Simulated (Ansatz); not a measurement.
# Changed inputs in constrained RPA: RbMnF3 (Pm-3m)

What does U in RbMnF3 (Pm-3m) depend on besides the window?

Method: constrained RPA on LDA, plane waves, PAW, in Ansatz 0.2.0.

## Step 1: The starting structure

It takes space group Pm-3m (No. 221, cubic). Conventional cell: a = 4.232 Å, b = 4.232 Å, c = 4.232 Å, α = 90.00°, β = 90.00°, γ = 90.00°. Nearest to Rb lie 12 F at 2.99 Å. Nearest to Mn lie 6 F at 2.12 Å. F has 2 Mn at 2.12 Å and 4 Rb at 2.99 Å nearest. Farther neighbours and most contacts between anions are not listed.

The cell and positions are those that the Materials Project relaxed with its own functionals (PBE, PBE+U or r2SCAN), kept fixed. The default PAW set here is soft_2. Its files were made with PBE.

## Step 2: Base: Mn d, bands v3 to c2, 4×4×4 mesh, medium accuracy

Constrained RPA screens the interaction with every transition except those inside the target bands, which a later many-body model would treat itself.

input.yaml

```yaml
crystal:
  lattice:
    - [0.0, -4.23247214, 0.0]
    - [-4.23247214, 0.0, 0.0]
    - [0.0, 0.0, -4.23247214]
  atoms:
    - { symbol: Rb, position: [0.0, 0.0, 0.0] }
    - { symbol: Mn, position: [0.5, 0.5, 0.5] }
    - { symbol: F, position: [0.5, 0.0, 0.5] }
    - { symbol: F, position: [0.5, 0.5, 0.0] }
    - { symbol: F, position: [0.0, 0.5, 0.5] }
kpoints:
  mp_grid: { grid: [8, 8, 8] }
hamiltonian:
  xc: lda
scf:
  occupations: { method: gaussian, width: 0.08 }
  n_extra_bands: 19
  max_iter: 150
output:
  crpa:
    kmesh: [4, 4, 4]
    target_bands: [v3, c2]
    projections: [{ species: Mn, l: d, shell: 3 }]
  local_orbitals:
    kmesh: [8, 8, 8]
    orbitals: [{ species: Mn, l: d, shell: 3 }]
    window: { bands: [v3, c2] }
    seedname: lo
```

Started as:

```bash
ansatz run input.yaml --threads 4 --pin off --max-ram 9216MiB --backend cpu --events-out ev --progress --plain --runs-dir out
```

Numbers of over 12 decimals in the logs are rounded to 6 here.

The log of the run:

```text
scf.n_extra_bands = 19 over 23 filled bands (N_el = 45.0): the run solves 42 bands
Engine: ansatz 0.2.0, aarch64-unknown-linux-gnu
Pseudopotentials: kind: paw
Pseudopotential: Rb, paw, valence charge 9, recommended cutoff 420 eV (normal), Rb.paw.azcp
Pseudopotential: Mn, paw, valence charge 15, recommended cutoff 420 eV (normal), Mn.paw.azcp
Pseudopotential: F, paw, valence charge 7, recommended cutoff 420 eV (normal), F.paw.azcp
Functional definition: SPW92
  exchange = slater_x
  correlation = pw_c
Crystal: 5 atoms, lattice volume = 75.820 Å³
Basis set: ecut = 420 eV, 1503 PW (Γ)
Bands: 42, of which v1, the nominal top of the filled ones, is band 23 counted from 1 (22 counted from 0)
Symmetry: 48 space group operations
Space group: Pm-3m (ITA 221), of the structure as read, at distance tolerance 4.2e-5 Å
k-points: 35 of 512
Non-local potential: Rb, projectors of the file, l = 0: 3, l = 1: 2, l = 2: 2
Non-local potential: Mn, projectors of the file, l = 0: 3, l = 1: 2, l = 2: 3, l = 3: 1
Non-local potential: F, projectors of the file, l = 0: 2, l = 1: 2, l = 2: 1
PAW form: soft (Blöchl's): semilocal exchange-correlation on the pseudo side does not see the compensation charge
PAW frozen core: Rb, regenerated for the run's functional, and the local potential with it (the file was generated under x = pbe(κ = 0.804, μ = 0.219515), c = pbe(β = 0.066725))
PAW frozen core: Mn, regenerated for the run's functional, and the local potential with it (the file was generated under x = pbe(κ = 0.804, μ = 0.219515), c = pbe(β = 0.066725))
PAW frozen core: F, regenerated for the run's functional, and the local potential with it (the file was generated under x = pbe(κ = 0.804, μ = 0.219515), c = pbe(β = 0.066725))
PAW one-centre angular grid: Rb, 110 points (default); XC on 64 Gauss nodes
PAW one-centre angular grid: Mn, 590 points (default); XC on 64 Gauss nodes
PAW one-centre angular grid: F, 110 points (default); XC on 64 Gauss nodes
Initial density: superposition of atomic densities (neutral atoms: chi_scale 0, normalization atom), corrected by the library's trained network
Initial wavefunctions: pseudopotential atomic-orbital guess
Functional: x = slater, c = lda
SCF iter   1: F=—  HF=-9394.428823 eV  |F-HF|=—  |Δ(HF+E_count)|=         —  Δρ=2.44e-2  dr2=2.54e-1  ethr=1.77e-3  ⟨swp⟩=5.9  Hψ=6613  notcnv=0  defer=246
preconditioner: auto → LDOS  [metal: Δε(μ)=0.022 eV  Ē_g=19.659 eV  σ=0.080 eV  W_gap=0.16  n_scr=18 (ndim 8)  ℏωp=25.9 eV  f_vac=0.056  D(μ)=12.90/eV (n_scr^D=202)  β→1.0]
SCF iter   2: F=—  HF=-9394.376528 eV  |F-HF|=—  |Δ(HF+E_count)|=   5.23e-2  Δρ=1.32e-2  dr2=5.64e-2  ethr=5.64e-4  ⟨swp⟩=2.2  Hψ=2647  notcnv=0  defer=386
[...]
SCF 1 converged in 8 iterations: F = -9394.359020 eV  dr2 = 1.88e-8
[...]
NSCF: frozen V_eff on 38 k-points
NSCF: frozen V_eff on 10 k-points
[...]
cRPA screening: q 1/64
cRPA screening: q 2/64
cRPA screening: q 8/64 (q-point 3)
cRPA screening: q 11/64 (q-point 6)
cRPA screening: q 23/64 (q-point 7)
cRPA screening: q 35/64 (q-point 11)
cRPA screening: q 38/64 (q-point 22)
cRPA screening: q 46/64 (q-point 23)
cRPA screening: q 58/64 (q-point 27)
cRPA screening: q 64/64 (q-point 43)
SCF converged after 8 iterations
Free energy (F): -9394.359020 eV
Harris-Foulkes:  -9394.359020 eV  (|F-HF|=1.23e-8)
Internal energy: -9394.318989 eV  (E = F + TS)
E sigma→0 (E₀):  -9394.339004 eV
Entropy (-TS):   -0.040031 eV (-8.006 meV/atom)
Fermi energy:    7.115178 eV
--- Per-component energies (eV) ---
  E_band       = -488.665099
  E_kinetic    = 1106.815676
  E_local      = -4936.689407  (includes V_loc(G=0)·N_el)
  E_nonlocal   = 656.563558
  E_hartree    = 1903.836101
  E_xc         = -471.807086
  E_vxc        = -579.125484  (∫ρ·V_xc dr)
  E_paw        = -4330.598647  (= ΣΔE_a)
  E_vpaw       = -543.898847  (= ΣTr[D̂ρ^β])
  E_aug_tail   = 0.005985  (compensation charges beyond the density's cutoff)
  E_ewald      = -3323.440135
  E_core_change = 0.994967  (= ΣΔE_core)
  E_smearing   = -0.040031  (= −TS)
  E_closure    = -0.000000  (closes the sum)
  Σ components = -9394.359020   (vs F -9394.359020, Δ=0.00e0)
--- Band table (eV; the first three rows and the last of 35) ---
  k-point 0: bands = [... 19 lower, 2.2021, 6.5229, 6.5229, 6.5229, 6.9519, 6.9519, 8.8986, 12.1891, ... 15 higher]
  k-point 1: bands = [... 19 lower, 2.1664, 6.5277, 6.5957, 6.5957, 6.9537, 7.1025, 9.1715, 12.3144, ... 15 higher]
  k-point 2: bands = [... 19 lower, 2.0839, 6.5393, 6.7675, 6.7675, 6.9577, 7.3995, 9.9189, 12.6313, ... 15 higher]
  k-point 34: bands = [... 19 lower, 2.4411, 7.3132, 7.3132, 7.3132, 8.6466, 8.6466, 12.2692, 12.2692, ... 15 higher]
--- cRPA (band scheme, projected local orbitals): target bands 21..25 (1-based), 5 Wannier function(s), 4×4×4 mesh, 50 bands' worth read of 55 solved, ecut_chi 136.0 eV, v(q+G=0) probe_charge, pair densities all_electron ---
  bands read: the sum over 50 bands ends inside a degenerate multiplet in 1 slot, whose members it reads at an even weight; the widest, k=42: bands 49 to 51 (counted from 1) at 2/3 each
  χ-basis size per q: N_G = 256..284
  window electrons = 5.0000, filled by tetrahedron_uncorrected; constrained ε̄⁻¹(q = 0, 0) head = 0.396733; min gauge Gram eig = 0.7714
  Kanamori averages over each shell's own Wannier functions (sites counted from 0, functions from 1):
    Site 1, 3D, 5 of 5 d orbitals (Wannier functions 1, 2, 3, 4, 5; wannier90's mr 1, 2, 3, 4, 5):
      screened: U = 7.0583 eV, U' = 5.9188 eV, J = 0.5770 eV
      screened d-shell averages: U_bar = F0 = 6.1467 eV, J_bar = 0.8049 eV
      screened, to within: U = 1.7e-2 eV, U' = 1.7e-2 eV, J = 8.8e-4 eV
      screened d-shell averages, to within: U_bar = 1.5e-2 eV, J_bar = 1.3e-3 eV
      bare: V = 20.6342 eV, V' = 19.2038 eV, J = 0.7030 eV
      bare d-shell averages: V_bar = F0 = 19.4899 eV, J_bar = 0.9890 eV
  Hermiticity witness max|P − P†| over intra, direct and exchange elements: 1.07e-14 eV (screened), 3.55e-15 eV (bare)
  Reality witness max|Im| over intra, direct and exchange elements: 1.20e-17 eV (screened), 9.29e-19 eV (bare)
```

It took 77 s on 4 threads of Arm Neoverse V2, shared host; peak memory 0.62 GiB.

Reading the cycles: dr2 is the Hartree energy of the density residual (eV), the measure of convergence; HF is the Harris–Foulkes estimate of the energy, which meets the free energy F at convergence.

This step gave:

- U: 7.058 eV
- U prime (inter-orbital): 5.919 eV
- J: 0.5770 eV
- bare V: 20.63 eV
- bare J: 0.7030 eV
- stated bound on U: 0.01620 eV
- U over bare V: 0.3421
- electrons in the window: 5.000
- head of the constrained inverse dielectric matrix: 0.3967
- least eigenvalue of the projection's overlap: 0.7714
- target functions: 5
- bands in the sums: 50
- r.m.s. miss of the model bands: 2.19e-5 eV
- width of the target bands: 2.124 eV
- weight of the projected orbitals in the window: 0.9079

On the Mn d shell, screening brings the on-site interaction from 20.6 eV down to U = 7.06 eV.

## Step 3: Changed: 6×6×6 mesh

Edit input.yaml of step 2 so:

```diff
@@ -21,9 +21,4 @@
   crpa:
-    kmesh: [4, 4, 4]
+    kmesh: [6, 6, 6]
     target_bands: [v3, c2]
     projections: [{ species: Mn, l: d, shell: 3 }]
-  local_orbitals:
-    kmesh: [8, 8, 8]
-    orbitals: [{ species: Mn, l: d, shell: 3 }]
-    window: { bands: [v3, c2] }
-    seedname: lo
```

The log of the run:

```text
[...]
Crystal: 5 atoms, lattice volume = 75.820 Å³
Basis set: ecut = 420 eV, 1503 PW (Γ)
Bands: 42, of which v1, the nominal top of the filled ones, is band 23 counted from 1 (22 counted from 0)
Symmetry: 48 space group operations
[...]
k-points: 35 of 512
[...]
SCF iter   1: F=—  HF=-9394.428823 eV  |F-HF|=—  |Δ(HF+E_count)|=         —  Δρ=2.44e-2  dr2=2.54e-1  ethr=1.77e-3  ⟨swp⟩=5.9  Hψ=6613  notcnv=0  defer=246
[...]
SCF iter   8: F=-9394.359020 eV  HF=-9394.359020 eV  |F-HF|=1.23e-8  |Δ(HF+E_count)|=   2.65e-7  Δρ=6.80e-6  dr2=1.88e-8  ethr=2.22e-10  ⟨swp⟩=8.9  Hψ=7626  notcnv=0
SCF 1 converged in 8 iterations: F = -9394.359020 eV  dr2 = 1.88e-8
[...]
NSCF: frozen V_eff on 20 k-points
[...]
cRPA screening: q 1/216
cRPA screening: q 2/216
cRPA screening: q 8/216 (q-point 3)
cRPA screening: q 14/216 (q-point 4)
cRPA screening: q 17/216 (q-point 8)
[...]
E sigma→0 (E₀):  -9394.339004 eV
Entropy (-TS):   -0.040031 eV (-8.006 meV/atom)
Fermi energy:    7.115178 eV
[...]
--- Band table (eV; the first three rows and the last of 35) ---
  k-point 0: bands = [... 19 lower, 2.2021, 6.5229, 6.5229, 6.5229, 6.9519, 6.9519, 8.8986, 12.1891, ... 15 higher]
  k-point 1: bands = [... 19 lower, 2.1664, 6.5277, 6.5957, 6.5957, 6.9537, 7.1025, 9.1715, 12.3144, ... 15 higher]
  k-point 2: bands = [... 19 lower, 2.0839, 6.5393, 6.7675, 6.7675, 6.9577, 7.3995, 9.9189, 12.6313, ... 15 higher]
  k-point 34: bands = [... 19 lower, 2.4411, 7.3132, 7.3132, 7.3132, 8.6466, 8.6466, 12.2692, 12.2692, ... 15 higher]
[...]
χ-basis size per q: N_G = 256..284
[...]
screened: U = 7.0234 eV, U' = 5.8847 eV, J = 0.5771 eV
      screened d-shell averages: U_bar = F0 = 6.1124 eV, J_bar = 0.8049 eV
      screened, to within: U = 1.7e-2 eV, U' = 1.7e-2 eV, J = 8.8e-4 eV
      screened d-shell averages, to within: U_bar = 1.6e-2 eV, J_bar = 1.3e-3 eV
      bare: V = 20.6235 eV, V' = 19.1932 eV, J = 0.7029 eV
      bare d-shell averages: V_bar = F0 = 19.4793 eV, J_bar = 0.9889 eV
[...]
[key lines of the parts left out:]
SCF converged after 8 iterations
Free energy (F): -9394.359020 eV
```

The job ended after 7.7 min (4 threads; peak memory 0.87 GiB).

This step gave:

```
U                                                 : 7.023 eV
U prime (inter-orbital)                           : 5.885 eV
J                                                 : 0.5771 eV
bare V                                            : 20.62 eV
bare J                                            : 0.7029 eV
stated bound on U                                 : 0.01651 eV
U over bare V                                     : 0.3406
electrons in the window                           : 5.000
head of the constrained inverse dielectric matrix : 0.3954
least eigenvalue of the projection's overlap      : 0.7714
target functions                                  : 5
bands in the sums                                 : 50
width of the target bands                         : 2.124 eV
weight of the projected orbitals in the window    : 0.9079
```

On the Mn d shell, screening brings the on-site interaction from 20.6 eV down to U = 7.02 eV.

## Step 4: Changed: 2×2×2 mesh

Edit input.yaml of step 3 so:

```diff
@@ -21,3 +21,3 @@
   crpa:
-    kmesh: [6, 6, 6]
+    kmesh: [2, 2, 2]
     target_bands: [v3, c2]
```

The log of the run:

```text
[...]
Crystal: 5 atoms, lattice volume = 75.820 Å³
Basis set: ecut = 420 eV, 1503 PW (Γ)
Bands: 42, of which v1, the nominal top of the filled ones, is band 23 counted from 1 (22 counted from 0)
Symmetry: 48 space group operations
[...]
k-points: 35 of 512
[...]
χ-basis size per q: N_G = 256..280
[...]
screened: U = 7.4949 eV, U' = 6.3395 eV, J = 0.5796 eV
      screened d-shell averages: U_bar = F0 = 6.5706 eV, J_bar = 0.8107 eV
      screened, to within: U = 1.4e-2 eV, U' = 1.4e-2 eV, J = 8.9e-4 eV
      screened d-shell averages, to within: U_bar = 1.3e-2 eV, J_bar = 1.3e-3 eV
      bare: V = 20.8059 eV, V' = 19.3693 eV, J = 0.7069 eV
      bare d-shell averages: V_bar = F0 = 19.6567 eV, J_bar = 0.9942 eV
[...]
[key lines of the parts left out:]
SCF converged after 8 iterations
Free energy (F): -9394.359020 eV
Fermi energy:    7.115178 eV
```

The job ended after 9.8 s (4 threads; peak memory 0.53 GiB; 34 s of CPU time).

This step gave:

| Quantity | Value |
| --- | --- |
| U | 7.495 eV |
| U prime (inter-orbital) | 6.340 eV |
| J | 0.5796 eV |
| bare V | 20.81 eV |
| bare J | 0.7069 eV |
| stated bound on U | 0.01347 eV |
| U over bare V | 0.3602 |
| electrons in the window | 5.000 |
| head of the constrained inverse dielectric matrix | 0.3865 |
| least eigenvalue of the projection's overlap | 0.7714 |
| target functions | 5 |
| bands in the sums | 50 |
| width of the target bands | 2.124 eV |
| weight of the projected orbitals in the window | 0.9079 |

On the Mn d shell, screening brings the on-site interaction from 20.8 eV down to U = 7.49 eV.

## Step 5: Changed: sums over states on smooth products

Edit input.yaml of step 4 so:

```diff
@@ -21,4 +21,8 @@
   crpa:
-    kmesh: [2, 2, 2]
+    kmesh: [4, 4, 4]
     target_bands: [v3, c2]
     projections: [{ species: Mn, l: d, shell: 3 }]
+    accuracy: sum_over_states
+    pair_densities: pseudo
+    n_empty_bands: 46
+    ecut_chi: 136
```

The log of the run:

```text
[...]
Crystal: 5 atoms, lattice volume = 75.820 Å³
Basis set: ecut = 420 eV, 1503 PW (Γ)
Bands: 42, of which v1, the nominal top of the filled ones, is band 23 counted from 1 (22 counted from 0)
Symmetry: 48 space group operations
[...]
k-points: 35 of 512
[...]
χ-basis size per q: N_G = 256..284
[...]
U and J over all bands: no bound (output.crpa.accuracy: sum_over_states); those below are of the sums over the bands read on the sphere of ecut_chi alone
[...]
screened: U = 7.4897 eV, U' = 6.1245 eV, J = 0.6742 eV
      screened d-shell averages: U_bar = F0 = 6.3975 eV, J_bar = 0.9472 eV
      bare: V = 20.6342 eV, V' = 19.2038 eV, J = 0.7030 eV
      bare d-shell averages: V_bar = F0 = 19.4899 eV, J_bar = 0.9890 eV
[...]
[key lines of the parts left out:]
SCF converged after 8 iterations
Free energy (F): -9394.359020 eV
Fermi energy:    7.115178 eV
```

It took 6.2 s on 4 threads; peak memory 0.49 GiB; 23 s of CPU time.

This variant gives U = 7.49 eV against 7.06 eV. It is a finite sum over empty states with no bound on its error and stays out of the table below.

## Step 6: Changed: sums over states

Edit input.yaml of step 5 so:

```diff
@@ -25,4 +25,3 @@
     accuracy: sum_over_states
-    pair_densities: pseudo
-    n_empty_bands: 46
-    ecut_chi: 136
+    n_empty_bands: 23
+    ecut_chi: 70
```

The log of the run:

```text
[...]
Crystal: 5 atoms, lattice volume = 75.820 Å³
Basis set: ecut = 420 eV, 1503 PW (Γ)
Bands: 42, of which v1, the nominal top of the filled ones, is band 23 counted from 1 (22 counted from 0)
Symmetry: 48 space group operations
[...]
k-points: 35 of 512
[...]
k-point 34: bands = [... 19 lower, 2.4411, 7.3132, 7.3132, 7.3132, 8.6466, 8.6466, 12.2692, 12.2692, ... 15 higher]
[...]
χ-basis size per q: N_G = 88..110
[...]
screened: U = 7.5401 eV, U' = 6.2916 eV, J = 0.6096 eV
      screened d-shell averages: U_bar = F0 = 6.5413 eV, J_bar = 0.8593 eV
      bare: V = 20.6342 eV, V' = 19.2038 eV, J = 0.7030 eV
      bare d-shell averages: V_bar = F0 = 19.4899 eV, J_bar = 0.9890 eV
[...]
[key lines of the parts left out:]
SCF converged after 8 iterations
Free energy (F): -9394.359020 eV
Fermi energy:    7.115178 eV
```

Run time: 5.8 s. Hardware: 4 threads; peak memory 0.53 GiB; 20 s of CPU time.

This variant gives U = 7.54 eV against 7.06 eV. It is a finite sum over empty states with no bound on its error and stays out of the table below.

## Step 7: Changed: sums without a band count

Edit input.yaml of step 6 so:

```diff
@@ -25,3 +25 @@
     accuracy: sum_over_states
-    n_empty_bands: 23
-    ecut_chi: 70
```

The log of the run:

```text
Error: 2 input errors — fix all and re-run
  1. invalid value for `output.crpa.n_empty_bands`: is left out, and the sums over bands alone (accuracy: sum_over_states under output.crpa) have no default for it, since their result follows it; type one, or take accuracy: low, medium or high under output.crpa
  2. invalid value for `output.crpa.ecut_chi`: is left out, and the sums over bands alone (accuracy: sum_over_states under output.crpa) have no default for it, since their result follows it; type one, or take accuracy: low, medium or high under output.crpa
```

The job ended after 0.1 s (4 threads; peak memory 0.087 GiB).

The input was rejected at the start.

The program's message: “Error: 2 input errors — fix all and re-run”

The fault put into this input: sums without a band count.

## Step 8: Changed: potentials

Edit input.yaml of step 7 so:

```diff
@@ -15,2 +15,3 @@
   xc: lda
+  pseudopotentials: { kind: paw, source: ansatz }
 scf:
@@ -24,2 +25 @@
     projections: [{ species: Mn, l: d, shell: 3 }]
-    accuracy: sum_over_states
```

The log of the run:

```text
[...]
Crystal: 5 atoms, lattice volume = 75.820 Å³
Basis set: ecut = 1050 eV, 5887 PW (Γ)
Bands: 42, of which v1, the nominal top of the filled ones, is band 23 counted from 1 (22 counted from 0)
Symmetry: 48 space group operations
[...]
k-points: 35 of 512
[...]
χ-basis size per q: N_G = 256..284
[...]
screened: U = 7.0483 eV, U' = 5.9140 eV, J = 0.5744 eV
      screened d-shell averages: U_bar = F0 = 6.1409 eV, J_bar = 0.8013 eV
      screened, to within: U = 2.0e-2 eV, U' = 2.0e-2 eV, J = 9.0e-4 eV
      screened d-shell averages, to within: U_bar = 1.9e-2 eV, J_bar = 1.3e-3 eV
      bare: V = 20.6248 eV, V' = 19.1953 eV, J = 0.7028 eV
      bare d-shell averages: V_bar = F0 = 19.4812 eV, J_bar = 0.9887 eV
[...]
[key lines of the parts left out:]
SCF converged after 11 iterations
Free energy (F): -9399.905930 eV
Fermi energy:    7.249368 eV
```

The job ended after 4.7 min (4 threads; peak memory 1.3 GiB).

This step gave:

```
U                                                 : 7.048 eV
U prime (inter-orbital)                           : 5.914 eV
J                                                 : 0.5744 eV
bare V                                            : 20.62 eV
bare J                                            : 0.7028 eV
stated bound on U                                 : 0.01990 eV
U over bare V                                     : 0.3417
electrons in the window                           : 5.000
head of the constrained inverse dielectric matrix : 0.3965
least eigenvalue of the projection's overlap      : 0.7922
target functions                                  : 5
bands in the sums                                 : 50
width of the target bands                         : 2.125 eV
weight of the projected orbitals in the window    : 0.9145
```

On the Mn d shell, screening brings the on-site interaction from 20.6 eV down to U = 7.05 eV.

[end of part 1 of 2]

[Paths, hosts, dates, memory and timing lines, banners, echoed tables and standing remarks are left out of the program output.]

[Logs are printed without paths, hosts, clocks, repeated set-up lines and the standing remarks that a program may print on its own settings, such as how far it seeks lower states.]

[Runs of the session that timed out or met a known fault of the program may be left out.]

[Hosts, paths, dates, database ids (printed as entryN), source tags and the programs' standing remarks are cut or masked in the printed files.]
